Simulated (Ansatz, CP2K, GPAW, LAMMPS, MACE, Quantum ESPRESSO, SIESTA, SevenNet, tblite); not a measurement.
## Running amorphous carbon (64 atoms) with tblite

How near does tblite come to plane waves for amorphous carbon (64 atoms)?

Method: the method is named at each step, in tblite 0.8.0.

## Step 1: The structure

The cell holds 64 atoms: 64 C. Its edges and angles: a = 7.590 Å, b = 7.590 Å, c = 7.590 Å, α = 90.0°, β = 90.0°, γ = 90.0°. 64 atoms (64 C) placed at random at 2.92 g/cm³, melted at 6000 K for 10 ps at fixed volume with the Tersoff potential (Tersoff, Phys. Rev. B 39, 5566 (1989)). Quenched from 6000 K to 300 K at 100 K/ps and fixed volume, held 5 ps, then minimised at fixed cell.

The yardstick, on the same geometry:

```
method                 : Kohn-Sham DFT, PBE, SSSP efficiency 1.3.0 pseudopotentials, plane waves (Quantum ESPRESSO 7.5); sssp-pbe-1.3.0-efficiency, cutoffs 45/360 Ry, Γ point
r.m.s. force component : 1.258 eV/Å
longest force          : 5.077 eV/Å
pressure               : -7.191 GPa
time                   : 41 s on 2 MPI ranks of Arm Neoverse V1, shared host
CPU time               : 83 s
```

## Step 2: GFN1-xTB

Method: GFN1-xTB tight binding, diagonalisation.

Input file run.py:

```python
import numpy as np
from ase.io import read
from tblite.ase import TBLite

atoms = read("structure.xyz")
atoms.calc = TBLite(method="GFN1-xTB", electronic_temperature=580, accuracy=1.0, max_iterations=250, mixer_damping=0.1, verbosity=1)
energy = atoms.get_potential_energy()
forces = atoms.get_forces()
print(f"energy {energy:.6f} eV")
print("forces (eV/A)")
for i, (a, f) in enumerate(zip(atoms, forces)):
    print(f"{i:4d} {a.symbol:2s} {f[0]:10.5f} {f[1]:10.5f} {f[2]:10.5f}")
stress = -atoms.get_stress(voigt=False) * 160.21766
print("stress (GPa, compression positive)")
for row in stress:
    print(" ".join(f"{x:10.4f}" for x in row))
print("charges (e)")
print(np.array2string(atoms.get_charges(), precision=4, suppress_small=True, max_line_width=110, threshold=100000))
```

Input file structure.xyz:

```xyz
64
Lattice="7.59030 0.00000 0.00000 0.00000 7.59030 0.00000 0.00000 0.00000 7.59030" Properties=species:S:1:pos:R:3 pbc="T T T"
C 6.33532 6.97761 5.42342
C 6.62072 1.39145 3.81230
C 3.96183 5.72316 4.84314
C 2.99984 1.80740 7.44737
C 4.64974 4.93962 7.16949
C 1.54599 3.54619 1.33392
C 6.39392 5.10425 3.93777
C 5.66016 0.71599 0.76761
C 2.78989 1.89697 5.92848
C 4.06043 2.69456 0.55819
C 1.48003 3.92631 4.71563
C 6.46678 0.29139 2.89631
C 2.76879 5.83565 3.86620
C 4.73756 4.84337 1.78729
C 2.02502 0.93285 0.63455
C 2.23390 6.73510 6.46337
C 4.65969 7.19644 0.74476
C 1.39252 5.38145 4.42264
C 5.79193 3.73352 3.88752
C 7.30832 6.14237 6.24097
C 1.32307 0.60168 2.99483
C 1.18500 1.58584 4.03827
C 7.15720 6.55126 0.05989
C 3.97777 0.92784 5.28368
C 6.87901 2.81388 3.25715
C 7.15780 5.56915 1.12154
C 5.18000 7.13169 3.20098
C 5.35298 2.11352 1.04480
C 4.45141 6.40477 2.02881
C 0.50612 5.96598 2.11914
C 1.97705 5.96157 1.36777
C 4.22347 0.66673 3.70908
C 3.65526 6.90209 5.91208
C 3.86900 4.20852 0.62924
C 3.38300 2.91088 2.92621
C 4.48784 6.40424 7.08076
C 0.24562 5.37947 3.46512
C 0.47902 1.39092 0.16691
C 0.43568 3.81511 7.00585
C 3.00933 6.20515 2.44620
C 0.32039 1.31790 6.20628
C 3.89777 4.16275 5.27966
C 6.14678 4.51828 1.36883
C 6.55680 3.05214 1.54576
C 1.11729 6.17258 5.67033
C 0.90006 2.97517 3.67704
C 3.54156 1.47707 2.70814
C 4.54021 3.89762 2.94951
C 5.22881 3.30451 5.28915
C 5.66882 4.23660 6.40386
C 6.99218 0.34817 0.43272
C 2.38935 4.56063 0.59956
C 2.62139 3.50186 5.67284
C 1.94350 3.27354 2.65615
C 5.47610 6.22564 4.36753
C 1.81871 4.19425 6.83286
[... 4 atom lines left out ...]
C 0.24130 2.86640 0.66408
C 2.03549 7.06832 0.26604
C 6.56257 0.99236 5.38782
C 5.24922 1.77051 5.59959
```

Started as:

```
$ OMP_NUM_THREADS=1 python run.py > output.txt
```

The program printed:

```text
------------------------------------------------------------
  cycle        total energy    energy error   density error
------------------------------------------------------------
      1     -134.0341971814  -1.3525719E+02   8.8536787E-01
      2     -134.1000319334  -6.5834752E-02   7.9416115E-01
      3     -133.1354113674   9.6462057E-01   4.0247299E-01
      4     -133.8535033410  -7.1809197E-01   1.2777231E-01
      5     -134.1269675470  -2.7346421E-01   4.8788118E-02
      6     -134.1431146127  -1.6147066E-02   2.8839526E-02
      7     -134.1551015738  -1.1986961E-02   1.5497468E-02
      8     -134.1568921741  -1.7906002E-03   6.7218963E-03
      9     -134.1573516874  -4.5951337E-04   4.5970741E-03
     10     -134.1576633799  -3.1169249E-04   1.5813098E-03
     11     -134.1576925359  -2.9156004E-05   8.0374331E-04
     12     -134.1576936117  -1.0757593E-06   6.8767602E-04
     13     -134.1576932203   3.9138294E-07   5.8804325E-04
     14     -134.1576953750  -2.1547048E-06   3.7721522E-04
     15     -134.1576965086  -1.1335574E-06   1.4926263E-04
     16     -134.1576965955  -8.6928452E-08   6.1266810E-05
     17     -134.1576966357  -4.0239286E-08   1.5822296E-05
------------------------------------------------------------
 total:                                   0.970 sec
energy -3650.616871 eV
forces (eV/A)
   0 C    -1.17323    0.96651    0.14908
   1 C     3.05644    0.70730    1.29357
   2 C    -0.41228    0.21279   -0.74660
   3 C     0.64326    0.66258    0.75570
   4 C    -1.52641    0.11059   -2.99503
   5 C    -0.32599   -2.00032    2.85961
   6 C     1.15341    0.39083   -1.19402
   7 C     0.47020    1.26247    0.35135
   8 C     0.17300    0.01730    0.24688
   9 C     2.15525   -2.45466   -0.08189
  10 C     0.43286   -0.79037    0.10636
  11 C     1.64462   -1.28145    0.57096
  12 C     1.49857    0.83111   -5.05174
  13 C    -0.00604   -1.25663    0.61212
  14 C     0.28082   -0.73949   -1.14323
  15 C    -2.21241   -1.12898   -2.30080
  16 C    -0.54079   -1.68050   -1.86583
  17 C     0.92846    0.56630   -0.52261
  18 C     0.72430    0.31993   -1.04898
  19 C     0.34427   -0.11221   -0.39865
  20 C     0.42584    0.06070   -2.04870
  21 C    -2.48697   -2.83501    0.15235
  22 C     1.23319    0.85825    1.92510
  23 C     0.56996    0.17890   -0.74488
[...]
56 C    -1.60484    0.67598    0.41760
  57 C    -3.63527    0.85474    3.84802
  58 C    -1.78866   -0.10344    1.63413
  59 C     1.35601   -2.39316   -1.27066
  60 C     1.62028    1.58588    0.06908
  61 C    -0.68765   -1.32018    0.25816
  62 C    -0.35448   -1.38168   -0.27672
  63 C     0.20707   -0.78913   -1.22924
stress (GPa, compression positive)
  -26.1012    -3.8162    -1.5165
   -3.8162   -17.8101    -1.2065
   -1.5165    -1.2065    -9.2702
charges (e)
[-0.1039  0.0037  0.0208 -0.0744  0.0552 -0.0383 -0.0635  0.0099  0.0409  0.0086 -0.0494 -0.0197 -0.0569
  0.0543  0.0516  0.0005 -0.0572  0.0579  0.0398  0.0607 -0.0384  0.008  -0.0398  0.0211  0.0138 -0.0407
  0.0497 -0.0232  0.0307  0.0625  0.0279 -0.0269  0.0329  0.0278 -0.0277 -0.0253 -0.0154  0.0191 -0.0223
 -0.0195 -0.0265  0.03   -0.0295  0.023  -0.003   0.0436 -0.0055 -0.0598  0.037  -0.0545  0.026   0.0226
  0.0381 -0.0069  0.0398 -0.0149  0.0159 -0.0095 -0.001   0.0133  0.0238 -0.0672  0.058  -0.0474]
```

Wall time 1.6 s (1 thread of Arm Neoverse V1, shared host); peak memory 0.1 GiB.

Banners, paths, timers and routine set-up lines are dropped from the logs unmarked, and long logs keep their key lines alone; longer cuts are marked.

Against the reference:

```yaml
r_m_s_force_component: 1.39 eV/Å
r_m_s_difference_of_force_components: 404.1 meV/Å
longest_difference_of_force_vectors: 1344 meV/Å
force_difference_over_r_m_s_force: 32.13 %
slope_of_forces_against_the_reference_s: 1.059
correlation_of_force_components: 0.9583
pressure: -17.73 GPa
pressure_difference: -10.54 GPa
```

A closer look about C58, which bears the longest force: 13 atoms, nearest first, numbered in the order of the input, with positions taken from that point.

```tsv
atom	x	y	z	distance (Å)	bonds	Mulliken charge (e)	Fx	Fy	Fz (eV/Å)
C58	0.00	0.00	0.00	0.00	3	-0.01	-3.64	0.85	3.85
C22	-0.31	0.24	-1.36	1.42	3	0.01	-2.49	-2.84	0.15
C41	-1.18	-0.03	0.81	1.43	3	-0.03	1.99	0.47	-1.77
C9	1.29	0.55	0.53	1.50	4	0.04	0.17	0.02	0.25
C46	-0.60	1.63	-1.72	2.45	4	0.04	-0.50	0.50	-0.56
C53	1.12	2.16	0.27	2.45	4	0.04	-1.19	0.78	-0.74
C24	2.48	-0.42	-0.11	2.52	4	0.02	0.57	0.18	-0.74
C21	-0.17	-0.74	-2.40	2.52	3	-0.04	0.43	0.06	-2.05
C63	-2.52	-0.35	-0.01	2.55	4	0.06	-0.35	-1.38	-0.28
C16	0.74	-2.20	1.07	2.55	3	0.00	-2.21	-1.13	-2.30
C38	-1.02	0.05	2.36	2.57	4	0.02	-0.04	0.36	-0.76
C4	1.50	0.46	2.05	2.58	3	-0.07	0.64	0.66	0.76
C11	-0.02	2.58	-0.68	2.67	3	-0.05	0.43	-0.79	0.11
```

Atoms are counted from 1 here, from 0 in the log.

Forces lie 32 % from the reference's, at 0.019 times its CPU time (on 1 against 2 cores).

## Step 3: What came out

```json
{
  "force difference from the reference": "tblite GFN1-xTB, 32 %",
  "its CPU time": "1.6 s"
}
```

**Reading.** Tight binding differs by 32 % (tblite GFN1-xTB); it is another model, with fitted parameters of its own, and the xTB methods hold dispersion. One electronic-structure run takes under half the reference's CPU time: tblite GFN1-xTB, at 32 % in 1.6 s against 83 s; its pressure misses by -10.5 GPa. Periodic xTB results under one method name differ between programs and library versions. The reference's pressure holds the uncorrected Pulay stress of its 45 Ry basis, so small pressure differences, and their order, may be the reference's own error. The quench rate of 100 K/ps is many orders above laboratory rates, so the cell is likely richer in defects and strain than a real sample. The network of bonds at the start is that of the classical potential that made the cell, and needn't be the one that DFT or experiment would give. The reference's stress is far from hydrostatic: its diagonal is -13.1, -8.2, -0.2 GPa, compression counted positive. The reference's pressure of -7.2 GPa belongs to a cell and atoms that aren't relaxed at this level. The electronic-structure runs sample only Γ, in a cell whose shortest periodic width is 8 Å, which is coarse for a cell with partly filled levels.

[Also dropped from logs without a mark: logging warnings of Python, and SIESTA's first energy breakdown and zero terms.]

[Logs are printed without paths, hosts, clocks, repeated set-up lines and the standing remarks that a program may print on its own settings, such as how far it seeks lower states.]

[Hosts, paths, dates, database ids (printed as entryN), source tags and the programs' standing remarks are cut or masked in the printed files.]
